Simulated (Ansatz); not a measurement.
# What YAlSe3 (model cell, started as cubic perovskite with Al in the octahedra) distorts into, part 3 of 3

Wanted: the energy along a soft mode of YAlSe3 (model cell, started as cubic perovskite with Al in the octahedra) and the structure at the end.

Ansatz 0.2.0; DFT PBEsol, scalar-relativistic, plane waves, PAW; PAW set soft_1.

So far. Step 5 (Energy along the mode, all amplitudes (two of the runs …): The lowest of the steps tried is the last one, at 0.6 Å, 242 meV/atom below the parent; the bottom of the well need not coincide with a step. Step 7 (The new phase in its own primitive cell): The largest force component left is 0.13 meV/Å and the pressure is 0.001 GPa, within the tolerances set. The cell now holds 22.11 Å³/atom. The relaxed cell has a = 6.645, c = 10.016 Å (conventional setting).

The structure was built from a prototype and need not be the compound's stable phase.

### 8. Modes of the new phase, k-mesh 6×6×6

A relaxed structure may still be a saddle point, so its zone-centre modes are computed. No field response is asked.

Input file input.yaml:

```yaml
crystal:
  lattice:
    - [-3.3224502685, 3.3224502685, 5.0079694089]
    - [3.3224502685, -3.3224502685, 5.0079694089]
    - [3.3224502685, 3.3224502685, -5.0079694089]
  atoms:
    - { symbol: "Y", position: [0.25, 0.75, 0.5] }
    - { symbol: "Y", position: [0.75, 0.25, 0.5] }
    - { symbol: Al, position: [0.0, 0.0, 0.0] }
    - { symbol: Al, position: [0.5, 0.5, 0.0] }
    - { symbol: Se, position: [0.1682787997, 0.6682787997, 0.8365575994] }
    - { symbol: Se, position: [0.8317212003, 0.3317212003, 0.1634424006] }
    - { symbol: Se, position: [0.25, 0.25, 0.0] }
    - { symbol: Se, position: [0.75, 0.75, 0.0] }
    - { symbol: Se, position: [0.3317212003, 0.1682787997, 0.5] }
    - { symbol: Se, position: [0.6682787997, 0.8317212003, 0.5] }
kpoints:
  mp_grid: { grid: [6, 6, 6] }
hamiltonian:
  xc: pbesol
  pseudopotentials: { kind: paw, azcp: { folder: soft_1 }, xc_functional: pbe }
scf:
  occupations: { method: methfessel_paxton, width: 0.2 }
output:
  eigenvalues: true
phonons:
  method: dfpt
```

Started as:

```bash
> ansatz run input.yaml --threads 4 --pin off --max-ram 16384MiB --backend cpu --events-out ev --progress --plain --runs-dir out
```

Numbers of over 12 decimals in the logs are rounded to 6 here.

What it wrote:

```text
[...]
Crystal: 10 atoms, lattice volume = 221.125 Å³
Basis set: ecut = 420 eV, 4329 PW (Γ), exchange–correlation on 96×96×96 points (8 copies of the dense FFT grid, shifted against one another)
Bands: 75, of which v1, the nominal top of the filled ones, is band 62 counted from 1 (61 counted from 0)
Symmetry: 16 space group operations
k-points: 112 of 216 (irreducible under 1 space group operation, time reversal used)
[...]
SCF iter   1: F=—  HF=-41197.260815 eV  |F-HF|=—  |Δ(HF+E_count)|=         —  Δρ=3.93e-2  dr2=6.08e0  ethr=3.10e-3  ⟨swp⟩=6.7  Hψ=32097  notcnv=0
[...]
SCF iter  13: F=-41195.764060 eV  HF=-41195.764060 eV  |F-HF|=7.28e-12  |Δ(HF+E_count)|=    0.00e0  S|Δr|=    0.00e0  Δρ=1.63e-8  dr2=6.93e-13  ethr=1.00e-12  ⟨swp⟩=12.1  Hψ=41858  notcnv=0
SCF 1 converged in 13 iterations: F = -41195.764060 eV  dr2 = 6.93e-13
[...]
DFPT response loops at Γ: preconditioner auto → Kerker (q_TF=auto, 2.478 Å⁻¹) (partly filled bands, converged f_vac=0.000); β = 1.00, the filter's whole step (`scf.mixing.beta` (0.50) is not read by the response loops under this deck's `scf.mixing.preconditioner`; to damp them name `kerker` or `kerker_dos`, under which they read `scf.mixing.beta`, and type it under 1.00, their step now; both keys bind the ground state too); Broyden in place of MSR1
SCF converged after 13 iterations
[...]
Free energy (F): -41195.764060 eV
[...]
Internal energy: -41195.770963 eV  (E = F + TS)
E sigma→0 (E₀):  -41195.765786 eV
Entropy (-TS):   0.006904 eV (0.690 meV/atom)
Fermi energy:    9.507669 eV
[...]
--- Band table (eV; the first three rows and the last of 112) ---
  k-point 0: bands = [... 58 lower, 8.7011, 8.7011, 9.4391, 9.4391, 9.6464, 10.4181, 11.5660, 11.6477, ... 9 higher]
  k-point 1: bands = [... 58 lower, 8.3755, 8.4258, 8.6963, 9.4093, 10.2057, 10.8020, 11.4426, 11.6414, ... 9 higher]
  k-point 2: bands = [... 58 lower, 8.2416, 8.5003, 8.5416, 9.1807, 10.4501, 11.3298, 11.3588, 11.3644, ... 9 higher]
  k-point 111: bands = [... 58 lower, 8.1854, 8.2288, 9.2987, 9.2987, 10.9927, 11.1101, 11.1476, 11.4854, ... 9 higher]
--- Phonons (Γ-DFPT): 8 representative perturbations + reference, on 112 of 216 k-points (Σ response iterations 32) ---
  k mesh reduced under 1 symmetry operation, with k and −k counted as one. Each operation leaves every solved perturbation unchanged. A smaller set is not used because it would not reduce the number of displacements times k-points to solve
  ASR residual: 2.725e-5 → 0.000e0 eV/Å²; symmetrization residual: 1.034e-5 eV/Å²
  ASR residual per site (eV/Å²): 6.26e-6 6.26e-6 1.87e-5 1.87e-5 2.30e-5 2.30e-5 2.72e-5 2.72e-5 2.30e-5 2.30e-5
  Γ frequencies (cm⁻¹): -105.14 -105.14 -71.67 -71.67 0.00 0.00 0.00 84.48 84.48 86.65 86.65 98.26 105.67 125.67 128.99 128.99 133.47 133.47 148.29 149.77 157.58 162.09 194.04 229.35 269.32 309.82 309.82 319.89 332.45 332.45
  non-analytic LO–TO correction: not included (Born effective charges unavailable; polar crystals: no LO–TO splitting at Γ)
```

The job ended after 12 min (4 threads of Arm Neoverse V1, shared host; peak memory 5.4 GiB).

Numbers from this step:

| Item | Value |
| --- | --- |
| sum-rule residual before enforcement | 2.72e-5 eV/Å² |
| point group | 4/mmm |
| highest optical mode at the zone centre (no LO-TO term) | 332.4 cm⁻¹ |
| lowest optical zone-centre mode | -105.1 cm⁻¹ |

Patterns of degenerate modes are one choice out of their space. Modes at Γ, with each element's share of the kinetic energy (negative means imaginary):

```tsv
mode	frequency (cm⁻¹)	symmetry	Y %	Al %	Se %
1	-105.1	Eg	26	0	74
2	-105.1	Eg	26	0	74
3	-71.7	Eu	30	0	69
4	-71.7	Eu	30	0	69
5	0.0	acoustic	25	8	67
6	0.0	acoustic	25	8	67
7	0.0	acoustic	25	8	67
8	84.5	Eg	73	0	27
9	84.5	Eg	73	0	27
10	86.7	Eu	37	17	46
11	86.7	Eu	37	17	46
12	98.3	A2u	37	27	36
13	105.7	B2g	90	0	10
14	125.7	B1u	0	0	100
15	129.0	Eu	7	14	79
16	129.0	Eu	7	14	79
17	133.5	Eg	2	0	98
18	133.5	Eg	2	0	98
19	148.3	A2u	38	12	50
20	149.8	B1g	0	0	100
21	157.6	A1g	0	0	100
22	162.1	A2g	0	0	100
23	194.0	B2g	10	0	90
24	229.3	A2g	0	0	100
25	269.3	A2u	0	53	46
26	309.8	Eu	0	66	34
27	309.8	Eu	0	66	34
28	319.9	A1u	0	100	0
29	332.4	Eu	0	96	4
30	332.4	Eu	0	96	4
```

Displacements in mode 1 (-105.1 cm⁻¹), the largest set to 1:
```
Y1   0.63  0.00  0.00
Y2  -0.63  0.00  0.00
Al3  0.00  0.00  0.00
Al4  0.00  0.00  0.00
Se5  0.00  0.00 -0.39
Se6  0.00  0.00  0.39
Se7 -1.00  0.01  0.00
Se8  1.00 -0.01  0.00
Se9  0.00  0.00  0.38
Se10 0.00  0.00 -0.38
```

Displacements in mode 18 (133.5 cm⁻¹), the largest set to 1:
```
Y1   0.16  0.03  0.00
Y2  -0.16 -0.03  0.00
Al3  0.00  0.00  0.00
Al4  0.00  0.00  0.00
Se5  0.00  0.00  1.00
Se6  0.00  0.00 -1.00
Se7 -0.55  0.09  0.00
Se8  0.55 -0.09  0.00
Se9  0.00  0.00 -0.72
Se10 0.00  0.00  0.72
```

Before it was imposed, the acoustic sum rule was missed by 2.7e-5 eV/Å². Small misses are needed for a sound result but don't prove that mesh and cutoff are converged. The lowest optical mode is imaginary, 105.1i cm⁻¹, so the energy falls along it.

### 9. Results

* unstable mode of the parent: q = (-0.5, -0.5, -0.5), 167i cm⁻¹
* depth at the lowest point sampled: 242 meV/atom
* largest atomic shift at that point: 0.6 Å
* space group reached (within 0.01 Å): I4/mcm
* energy gained over the parent (first relaxation, on the mesh of the frozen mode): 292 meV/atom
* volume per atom, phase reached: 22.1 Å³
* gap on the k-mesh, phase reached: 0.207 eV
* lowest optical zone-centre mode, phase reached: -105 cm⁻¹
* highest optical mode at the zone centre (no LO-TO term), phase reached: 332 cm⁻¹

In words: Along this mode the structure falls into I4/mcm, 292 meV/atom below the parent. At the parent's cell the well is 241.7 meV/atom deep on the steps tried, with its lowest point at a shift of 0.6 Å. That is the last step tried, so the steps alone don't bracket the bottom of the well. Relaxing atoms and cell changes the gain by +49.82 meV/atom against the lowest step (energies at zero smearing). The new phase still has an imaginary mode at the zone centre of its cell, so it is a saddle point on the way to a lower structure. Of the 4 patterns followed to their end from this parent, this one ends 89.6 meV/atom above the lowest, Imma. Each path keeps the symmetry of its pattern, so a lower phase may lie along a pattern not tried. With no gap, or one that is small against the smearing, the frequencies hang on the k mesh and the smearing, most of all near Kohn anomalies. The PAW files were made for PBE and serve the other functionals too. The starting cell was built on a prototype and not taken from a measurement, so the phase need not exist.

[Logs are printed without paths, hosts, clocks, repeated set-up lines and the standing remarks that a program may print on its own settings, such as how far it seeks lower states.]

[Hosts, paths, dates, database ids (printed as entryN), source tags and the programs' standing remarks are cut or masked in the printed files.]
